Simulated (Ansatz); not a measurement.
**The gap of WS2 (Tungstenite): a ladder of methods and an error budget**

Aim: a best estimate of the quasiparticle gap of WS2 (Tungstenite), with each correction and its cost laid out.

Main program and level: Ansatz 0.2.0; density functionals, hybrids, G0W0, plane waves, PAW.

Report form: the programs' logs are mostly left out.

In doubt: masses and optical values from hybrid runs of this build are listed as unsure (step 10), which bears on the screening that GW takes from such a start.

### Step 1. Starting point

The structure is hexagonal, space group P6_3/mmc (No. 194). Conventional cell: a = 3.153 Å, b = 3.153 Å, c = 12.323 Å, α = 90.00°, β = 90.00°, γ = 120.00°. Nearest to W lie 6 S at 2.40 Å. S has 3 W at 2.40 Å nearest. Farther neighbours and most contacts between anions are not listed.

The cell and positions come from the Crystallography Open Database and are kept as given unless a step says otherwise. Spin-orbit coupling is left out unless a step names it. The default PAW set here is soft_2. Its files were made with PBE.

### Step 2. PBE bands

The cheap functional maps the bands first; the places of the edges decide which points the dearer methods must see.

This step: DFT, PBE, plane waves, PAW.

input.yaml reads:

```yaml
crystal:
  lattice:
    - [3.1532, 0.0, 0.0]
    - [-1.5766, 2.7307513032, 0.0]
    - [0.0, 0.0, 12.323]
  atoms:
    - { symbol: W, position: [0.3333333333, 0.6666666667, 0.25] }
    - { symbol: W, position: [0.6666666667, 0.3333333333, 0.75] }
    - { symbol: S, position: [0.3333333333, 0.6666666667, 0.6225] }
    - { symbol: S, position: [0.6666666667, 0.3333333333, 0.1225] }
    - { symbol: S, position: [0.3333333333, 0.6666666667, 0.8775] }
    - { symbol: S, position: [0.6666666667, 0.3333333333, 0.3775] }
kpoints:
  mp_grid: { grid: [12, 12, 2] }
  band_path:
    path:
      - [[0.0, 0.0, 0.0], [0.5, 0.0, 0.0], [0.33333333, 0.33333333, 0.0], [0.0, 0.0, 0.0], [0.0, 0.0, 0.5], [0.5, 0.0, 0.5], [0.33333333, 0.33333333, 0.5], [0.0, 0.0, 0.5]]
      - [[0.5, 0.0, 0.5], [0.5, 0.0, 0.0]]
      - [[0.33333333, 0.33333333, 0.5], [0.33333333, 0.33333333, 0.0]]
    npoints: 10
hamiltonian:
  xc: pbe
scf:
  occupations: { method: fermi_dirac, width: 0.02 }
  n_extra_bands: 6
output:
  eigenvalues: true
  write_density: true
  write_potential: true
  elf: true
  volumetric_format: npy
```

The run is started by

```bash
ansatz run input.yaml --threads 3 --pin off --max-ram 92160MiB --backend cuda --events-out ev --progress --plain --runs-dir out --devices 1 --max-vram 13GiB  # rebuilt from the run's record
```

Wall time 7.8 s (1 × NVIDIA H100 80GB HBM3 (shared by 6 runs) with 3 threads of AMD EPYC 7R13 (Zen 3), shared host); peak memory 0.95 GiB; 5.3 s of CPU time.

This step gave:

```
filled bands         : 26
gap                  : 0.9762 eV
valence top at       : Γ
conduction bottom at : k = (0.167, 0.167, 0.000)
least direct gap     : 1.839 eV
```

The gap is indirect, with the least direct gap 0.86 eV higher.

The electronic bands at the labelled points (eV, zero at the top of the highest nominally filled band):

```tsv
point	band 23	band 24	band 25	band 26	band 27	band 28	band 29	band 30
Γ	-2.19	-1.51	-1.23	0.00	2.31	2.31	2.32	2.32
halfway	-2.57	-1.88	-1.63	-1.49	1.35	1.85	2.07	2.30
M	-1.97	-1.76	-1.71	-1.53	2.32	2.37	2.60	2.90
halfway	-3.01	-2.62	-1.22	-0.96	1.95	2.06	2.69	2.90
K	-2.93	-2.93	-0.75	-0.54	1.30	1.30	2.05	3.28
halfway	-2.11	-1.85	-1.54	-1.51	0.98	1.83	2.07	2.19
Γ	-2.19	-1.51	-1.23	0.00	2.31	2.31	2.32	2.32
halfway	-2.20	-2.13	-0.74	-0.08	2.31	2.31	2.31	2.31
A	-2.22	-2.22	-0.32	-0.32	2.30	2.30	2.30	2.30
halfway	-2.35	-2.35	-1.51	-1.51	1.77	1.77	1.95	1.95
L	-1.86	-1.86	-1.60	-1.60	2.34	2.34	2.78	2.78
halfway	-2.88	-2.88	-1.08	-1.08	2.01	2.01	2.86	2.86
H	-3.11	-3.11	-0.65	-0.65	1.30	1.30	2.58	2.58
halfway	-2.04	-2.04	-1.52	-1.52	1.38	1.38	2.21	2.21
A	-2.22	-2.22	-0.32	-0.32	2.30	2.30	2.30	2.30
jump to L	-1.86	-1.86	-1.60	-1.60	2.34	2.34	2.78	2.78
halfway	-1.94	-1.79	-1.67	-1.55	2.33	2.36	2.66	2.87
M	-1.97	-1.76	-1.71	-1.53	2.32	2.37	2.60	2.90
jump to H	-3.11	-3.11	-0.65	-0.65	1.30	1.30	2.58	2.58
halfway	-3.01	-3.01	-0.72	-0.58	1.30	1.30	2.20	3.04
K	-2.93	-2.93	-0.75	-0.54	1.30	1.30	2.05	3.28
```

ELF in the ac plane at fractional y = 0.333, with atoms of W and S within 0.2 Å of it. It is the smooth field of the valence electrons, not physical close to the nuclei.

Ten even steps from '0' (0.03) to '9' (0.93), each cell a mean:
```
1334321000000000
6777764210000024
7888876532111246
6777775432222235
3455432245666432
2233213675224764
2233322566546753
4666653223444323
7777776532212246
7788876421001135
4677653100000012
0111100000111000
1000013578998764
6200157999999998
7411368874113688
6411358885324788
3111124666666765
2233322222222221
2222222334444332
4211246787667876
7421368874102688
7311268986546898
4100136899999997
0000001245666431
```
Columns run along a (3.2 Å), rows up along c (12.3 Å). Atoms in or near the plane, at fractional coordinates: W at (0.67, 0.75), S at (0.67, 0.12), S at (0.67, 0.38).

Electrostatic potential energy in the ac plane at fractional y = 0.333, with atoms of W and S within 0.2 Å of it. With pseudopotentials it is smooth inside the atoms' cores, unlike the true potential.

Ten even steps from '_' (-41 eV) to '@' (16 eV), each cell a mean:
```
@@@@@@@@@@@@@@@@@@@@@@@@@@@@@@@@
@@@@%%%%@@@@@@@@@@@@@@@@@@@@@@@@
%%%%######%%%%@@@@@@@@@@@@@@@@@@
%%%%%%%%%%%%%%%%%%%%####%%%%%%%%
%%%%@@@@%%%%##**==::::..::--++##
##%%@@@@%%##++::____________..==
##%%@@@@%%%%**--____________::++
%%%%%%%%%%%%%%##**++====++**##%%
%%%%######%%%%@@@@@@%%%%@@@@@@%%
%%%%%%%%%%%%@@@@@@@@@@@@@@@@@@@@
@@@@@@@@@@@@@@@@@@@@@@@@@@@@@@@@
@@@@@@@@@@@@@@@@@@@@@@@@@@@@@@@@
@@@@@@@@@@@@@@@@@@@@@@@@@@@@@@@@
@@@@@@@@@@@@@@%%**========++##%%
%%@@@@@@@@@@##++::::--==--::==##
%%@@@@@@@@%%%%**--::::::::--++##
%%%%######%%%%%%####****####%%%%
##**++++++**##%%%%@@@@@@@@%%%%%%
##********####%%%%%%%%%%%%%%%%%%
%%%%%%%%%%%%%%##**++======**##%%
%%@@@@@@@@%%##++::::----::::==##
%%@@@@@@@@@@%%++--::----::::++##
@@@@@@@@@@@@@@%%%%##******##%%@@
@@@@@@@@@@@@@@@@@@@@@@@@@@@@@@@@
```
Columns run along a (3.2 Å; values clipped at the 3rd and 97th percentile), rows up along c (12.3 Å). Atoms in or near the plane, at fractional coordinates: W at (0.67, 0.75), S at (0.67, 0.12), S at (0.67, 0.38).

### Step 3. PBE+SOC

The many-body steps leave out spin-orbit coupling, so its effect is taken from a two-component run, with twice the bands.

This step: DFT, PBE with spin-orbit coupling, plane waves, PAW.

input.yaml, the sections that differ from step 2:

```yaml
kpoints:
  mp_grid: { grid: [12, 12, 2] }
  band_path:
    path:
      - [0.0, 0.0, 0.0]
      - [0.5, 0.0, 0.0]
      - [0.33333333, 0.33333333, 0.0]
      - [0.0, 0.0, 0.5]
      - [0.5, 0.0, 0.5]
      - [0.33333333, 0.33333333, 0.5]
      - [0.1666666667, 0.1666666667, 0.0]
    npoints: 1
scf:
  occupations: { method: fermi_dirac, width: 0.02 }
  n_extra_bands: 12
magnetization:
  noncollinear: true
  spin_orbit: true
output:
  eigenvalues: true
# crystal, hamiltonian: as in step 2
```

Elapsed: 7.2 s, on 1 × NVIDIA H100 80GB HBM3 (shared by 6 runs) with 3 threads; peak memory 0.97 GiB; 12 s of CPU time.

This step gave:

| Property | Result |
| --- | --- |
| gap | 0.9308 eV |
| valence top at | Γ |
| conduction bottom at | k = (0.167, 0.167, 0.000) |
| least direct gap | 1.648 eV |

The gap stands −0.05 eV against PBE.

### Step 4. HSE06

HSE06 mixes in a quarter of exact exchange at short range. Exchange couples all pairs of k points, which makes a full band path dear, so levels are read on the mesh and at chosen points.

This step: DFT, HSE06, plane waves, PAW.

input.yaml: that of step 3 with these lines changed.

```diff
@@ -13,3 +13,3 @@
 kpoints:
-  mp_grid: { grid: [12, 12, 2] }
+  mp_grid: { grid: [6, 6, 2] }
   band_path:
@@ -25,9 +25,6 @@
 hamiltonian:
-  xc: pbe
+  xc: hse06
 scf:
-  occupations: { method: fermi_dirac, width: 0.02 }
-  n_extra_bands: 12
-magnetization:
-  noncollinear: true
-  spin_orbit: true
+  occupations: { method: fixed }
+  n_extra_bands: 6
 output:
```

Run time: 33 s. Hardware: 1 × NVIDIA H100 80GB HBM3 (shared by 6 runs) with 3 threads; peak memory 1.3 GiB; 47 s of CPU time.

Numbers from this step:

```
gap                  : 1.501 eV
valence top at       : Γ
conduction bottom at : k = (0.167, 0.167, 0.000)
least direct gap     : 2.335 eV
```

The gap stands +0.52 eV against PBE.

### Step 5. HSE06+SOC

This step: DFT, HSE06 with spin-orbit coupling, plane waves, PAW.

input.yaml: that of step 4 with these lines changed.

```diff
@@ -27,5 +27,12 @@
 scf:
-  occupations: { method: fixed }
-  n_extra_bands: 6
+  occupations: { method: fermi_dirac, width: 0.02 }
+  n_extra_bands: 12
+magnetization:
+  noncollinear: true
+  spin_orbit: true
 output:
   eigenvalues: true
+  write_density: true
+  write_potential: true
+  elf: true
+  volumetric_format: npy
```

The job ended after 65 s (1 × NVIDIA H100 80GB HBM3 (shared by 6 runs) with 3 threads; peak memory 2 GiB; 2.1 min of CPU time).

Numbers from this step:

| Property | Result |
| --- | --- |
| gap | 1.447 eV |
| valence top at | Γ |
| conduction bottom at | k = (0.167, 0.167, 0.000) |
| least direct gap | 2.126 eV |

The gap stands −0.05 eV against HSE06.

### Step 6. G0W0, 9×9×2 mesh, 277 empty bands, screening to 110 eV, hard PAW files

G0W0 replaces the xc potential by the self-energy, built once from these orbitals. Only a window of levels is corrected, while the sums run over the empty bands that the input names. This step takes hard PAW files.

This step: G0W0 on PBE, plane waves, PAW.

input.yaml reads:

```yaml
crystal:
  lattice:
    - [3.1532, 0.0, 0.0]
    - [-1.5766, 2.7307513032, 0.0]
    - [0.0, 0.0, 12.323]
  atoms:
    - { symbol: W, position: [0.3333333333, 0.6666666667, 0.25] }
    - { symbol: W, position: [0.6666666667, 0.3333333333, 0.75] }
    - { symbol: S, position: [0.3333333333, 0.6666666667, 0.6225] }
    - { symbol: S, position: [0.6666666667, 0.3333333333, 0.1225] }
    - { symbol: S, position: [0.3333333333, 0.6666666667, 0.8775] }
    - { symbol: S, position: [0.6666666667, 0.3333333333, 0.3775] }
kpoints:
  mp_grid: { grid: [9, 9, 2] }
hamiltonian:
  xc: pbe
  pseudopotentials: { kind: paw, source: ansatz }
scf:
  occupations: { method: fixed }
gw:
  n_empty_bands: 277
  ecut_chi: 110.0
  qp_bands: [v2, c2]
  qp_kpoints: band_edges
  screening: { model: contour_deformation }
```

It took 1.7 min on 1 × NVIDIA H100 80GB HBM3 (shared by 6 runs) with 3 threads; peak memory 2.2 GiB.

Numbers from this step:

| Item | Value |
| --- | --- |
| bands summed | 317 |
| RPA ε∞ on this mesh (eigenvalues) | 5.905, 13.43, 13.43 |
| plane waves in the screening matrix | 291 |
| G0W0 gap on the mesh | 1.456 eV |
| k of the valence top | 0, 0, 0 |
| k of the conduction bottom | 0.1111, 0.2222, 0 |
| starting gap on the mesh | 1.083 eV |
| least direct G0W0 gap on the computed points | 2.302 eV |

The gap on the mesh goes from 1.08 eV to 1.46 eV, a correction of +0.37 eV. Between the two edge states, bare exchange in place of the xc potential would open the gap by 4.63 eV, and correlation takes back 4.26 eV. The start differs from the 0.98 eV found before because this mesh misses an edge (the files differ too).

### Step 7. G0W0, 9×9×2 mesh, 631 empty bands, screening to 190 eV, hard PAW files

Bands and screening cutoff are moved together, since each hides the error of the other.

input.yaml: that of step 6 with these lines changed.

```diff
@@ -20,4 +20,4 @@
 gw:
-  n_empty_bands: 277
-  ecut_chi: 110.0
+  n_empty_bands: 631
+  ecut_chi: 190.0
   qp_bands: [v2, c2]
```

Wall time 5.3 min (1 × NVIDIA H100 80GB HBM3 (shared by 6 runs) with 3 threads); peak memory 4.5 GiB; 9.4 min of CPU time.

Numbers from this step:

```
bands summed                                 : 671
RPA ε∞ on this mesh (eigenvalues)            : 5.897, 13.33, 13.33
plane waves in the screening matrix          : 663
G0W0 gap on the mesh                         : 1.496 eV
k of the valence top                         : 0, 0, 0
k of the conduction bottom                   : 0.1111, 0.2222, 0
starting gap on the mesh                     : 1.083 eV
least direct G0W0 gap on the computed points : 2.287 eV
```

Against the run with 9×9×2 mesh, 277 empty bands, screening to 110 eV, hard PAW files, the gap moves by +0.04 eV.

### Step 8. G0W0, 9×9×2 mesh, 1068 empty bands, screening to 270 eV, hard PAW files

input.yaml: that of step 7 with these lines changed.

```diff
@@ -20,4 +20,4 @@
 gw:
-  n_empty_bands: 631
-  ecut_chi: 190.0
+  n_empty_bands: 1068
+  ecut_chi: 270.0
   qp_bands: [v2, c2]
```

Wall time 8 min (1 × NVIDIA H100 80GB HBM3 (shared by 6 runs) with 3 threads); peak memory 9 GiB.

This step gave:

| Property | Result |
| --- | --- |
| bands summed | 1108 |
| RPA ε∞ on this mesh (eigenvalues) | 5.894, 13.30, 13.30 |
| plane waves in the screening matrix | 1071 |
| q-points in the mesh | 162 |
| G0W0 gap on the mesh | 1.510 eV |
| k of the valence top | 0, 0, 0 |
| k of the conduction bottom | 0.1111, 0.2222, 0 |
| starting gap on the mesh | 1.083 eV |
| Z at the valence top | 0.7555 |
| Z at the conduction bottom | 0.7659 |
| least direct G0W0 gap on the computed points | 2.273 eV |

Against the run with 9×9×2 mesh, 631 empty bands, screening to 190 eV, hard PAW files, the gap moves by +0.014 eV.

Limits: finite bands, cutoff and mesh; no spin-orbit coupling. v1 is the top filled band, c1 the lowest empty one. The levels before and after the correction (eV, zero at the valence-band top of each column):

```tsv
	conduction bottom	valence top
Kohn-Sham	1.08	0.00
G0W0	1.51	0.00
```

```tsv
	level	occupation	energy (eV)
Kohn-Sham	Γ v2	2	-1.226
Kohn-Sham	Γ v1	2	0.000
Kohn-Sham	Γ c1-c2	0	2.311
Kohn-Sham	(0.111 0.222 0) v2	2	-1.613
Kohn-Sham	(0.111 0.222 0) v1	2	-1.539
Kohn-Sham	(0.111 0.222 0) c1	0	1.083
Kohn-Sham	(0.111 0.222 0) c2	0	1.876
G0W0	Γ v2	2	-1.253
G0W0	Γ v1	2	0.000
G0W0	Γ c1-c2	0	2.865
G0W0	(0.111 0.222 0) v2	2	-1.642
G0W0	(0.111 0.222 0) v1	2	-1.562
G0W0	(0.111 0.222 0) c1	0	1.510
G0W0	(0.111 0.222 0) c2	0	2.361
```

The parts of the quasiparticle energy at the two band edges (eV; QP = start + Σx + Σc − Vxc):

```tsv
run	edge	start	Σx	Σc	Vxc	Z	QP
317 bands	valence top	13.33	-19.46	0.55	-18.81	0.76	13.22
317 bands	conduction bottom	14.41	-13.19	-3.71	-17.17	0.77	14.68
671 bands	valence top	13.33	-19.46	0.29	-18.81	0.76	12.96
671 bands	conduction bottom	14.41	-13.19	-3.93	-17.17	0.77	14.45
1108 bands	valence top	13.33	-19.46	0.18	-18.81	0.76	12.85
1108 bands	conduction bottom	14.41	-13.19	-4.03	-17.17	0.77	14.36
```

### Step 9. G0W0@PBE, 12×12×2 mesh, 277 empty bands, screening to 110 eV, hard PAW files

Only the mesh changes. It samples the long-range screening, which converges on its own terms. Bands and cutoff differ from the step before, so it is read against an earlier run that matches them.

input.yaml: that of step 8 with these lines changed.

```diff
@@ -13,3 +13,3 @@
 kpoints:
-  mp_grid: { grid: [9, 9, 2] }
+  mp_grid: { grid: [12, 12, 2] }
 hamiltonian:
@@ -20,4 +20,4 @@
 gw:
-  n_empty_bands: 1068
-  ecut_chi: 270.0
+  n_empty_bands: 277
+  ecut_chi: 110.0
   qp_bands: [v2, c2]
```

Wall time 7.8 min (1 × NVIDIA H100 80GB HBM3 (shared by 6 runs) with 3 threads); peak memory 2.9 GiB.

This step gave:

* bands summed: 317
* RPA ε∞ on this mesh (eigenvalues): 5.904, 13.32, 13.32
* plane waves in the screening matrix: 291
* G0W0 gap on the mesh: 1.339 eV
* k of the valence top: 0, 0, 0
* k of the conduction bottom: 0.1667, 0.1667, 0
* starting gap on the mesh: 0.9772 eV
* least direct G0W0 gap on the computed points: 2.296 eV

Against the run with 9×9×2 mesh, 277 empty bands, screening to 110 eV, hard PAW files, the gap moves by −0.12 eV, while the start moved by −0.11 eV. A band edge is found at another k point on this mesh.

### Step 10. G0W0@HSE06, 9×9×2 mesh, 631 empty bands, screening to 190 eV, hard PAW files

The same correction from a different start measures what one shot leaves open. Bands and cutoff differ from the step before, so it is read against an earlier run that matches them.

This step: G0W0 on HSE06, plane waves, PAW.

input.yaml: that of step 9 with these lines changed.

```diff
@@ -13,5 +13,5 @@
 kpoints:
-  mp_grid: { grid: [12, 12, 2] }
+  mp_grid: { grid: [9, 9, 2] }
 hamiltonian:
-  xc: pbe
+  xc: hse06
   pseudopotentials: { kind: paw, source: ansatz }
@@ -20,4 +20,4 @@
 gw:
-  n_empty_bands: 277
-  ecut_chi: 110.0
+  n_empty_bands: 631
+  ecut_chi: 190.0
   qp_bands: [v2, c2]
```

Run time: 9.4 min. Hardware: 1 × NVIDIA H100 80GB HBM3 (shared by 6 runs) with 3 threads; peak memory 9.5 GiB.

This step gave:

| Item | Value |
| --- | --- |
| bands summed | 671 |
| RPA ε∞ on this mesh (eigenvalues) | 4.965, 10.74, 10.74 |
| plane waves in the screening matrix | 663 |
| G0W0 gap on the mesh | 1.699 eV |
| k of the valence top | 0, 0, 0 |
| k of the conduction bottom | 0.1111, 0.2222, 0 |
| starting gap on the mesh | 1.617 eV |
| least direct G0W0 gap on the computed points | 2.454 eV |

Against the run with 9×9×2 mesh, 631 empty bands, screening to 190 eV, hard PAW files on PBE, the gap moves by +0.20 eV, while the start moved by +0.53 eV.

### Step 11. The ladder

Times are wall times on 1 × NVIDIA H100 80GB HBM3 (shared by 6 runs) with 3 threads of AMD EPYC 7R13 (Zen 3), shared host, good to a factor of about two. G0W0 rows are gaps on the mesh, lowered by the amount that the mesh misses the start's edges, a rough step that assumes the same correction there.

```tsv
level	gap (eV)	least direct gap (eV)	time
PBE	0.98	1.84	7.8 s
PBE+SOC	0.93	1.65	7.2 s
HSE06	1.50	2.33	33 s
HSE06+SOC	1.45	2.13	65 s
G0W0@PBE (277 empty bands, hard PAW)	1.35	-	1.7 min
G0W0@PBE (631 empty bands, hard PAW)	1.39	-	5.3 min
G0W0@PBE (1068 empty bands, hard PAW)	1.40	-	8 min
G0W0@PBE (277 empty bands, 12×12×2, hard PAW)	1.34	-	7.8 min
G0W0@HSE06 (631 empty bands, hard PAW)	1.58	-	9.4 min
```

### Step 12. Adding up the best estimate

```tsv
term	eV	running total (eV)
G0W0 on the mesh, top rung	1.510	1.510
to the limit, by a line in one over the bands through the two top rungs	+0.022	1.532
band edges off the mesh (read on other files, so rough)	−0.107	1.425
spin-orbit change, from PBE	−0.045	1.380
```

Changes that are not added in, each against a run with equal bands and cutoff:

```tsv
change	eV
start HSE06	+0.20
```

### Step 13. Results

```json
{"PBE gap": "0.98 eV, indirect", "HSE06": "1.50 eV", "G0W0, top rung on the mesh": "1.51 eV", "best estimate, G0W0@PBE with spin-orbit change": "1.38 eV", "GW settings of the top rung": "9×9×2 mesh, 1068 empty bands, screening to 270 eV, hard PAW files", "known limits": "one-shot GW, static lattice"}
```

The best estimate for G0W0@PBE is 1.38 eV, indirect by PBE+SOC, against 0.93 eV at the start (both with spin-orbit coupling). The pair of rungs below gives a limit +0.00 eV away. The term for edges off the mesh assumes that the correction there equals that on the mesh, which is rough. Of the changes left open the largest, +0.20 eV, comes from starting at HSE06. Among the functionals HSE06 comes nearest: +0.08 eV from the estimate without its spin-orbit term (1.43 eV). All runs took 34 min, 94 % of it in G0W0.

[Paths, hosts, dates, memory and timing lines, banners, echoed tables and standing remarks are left out of the program output.]

[Logs are printed without paths, hosts, clocks, repeated set-up lines and the standing remarks that a program may print on its own settings, such as how far it seeks lower states.]

[Runs of the session that timed out or met a known fault of the program may be left out.]

[Cells called generated may have been cut or substituted from an entry of the Crystallography Open Database or the Materials Project.]

[Hosts, paths, dates, database ids (printed as entryN), source tags and the programs' standing remarks are cut or masked in the printed files.]
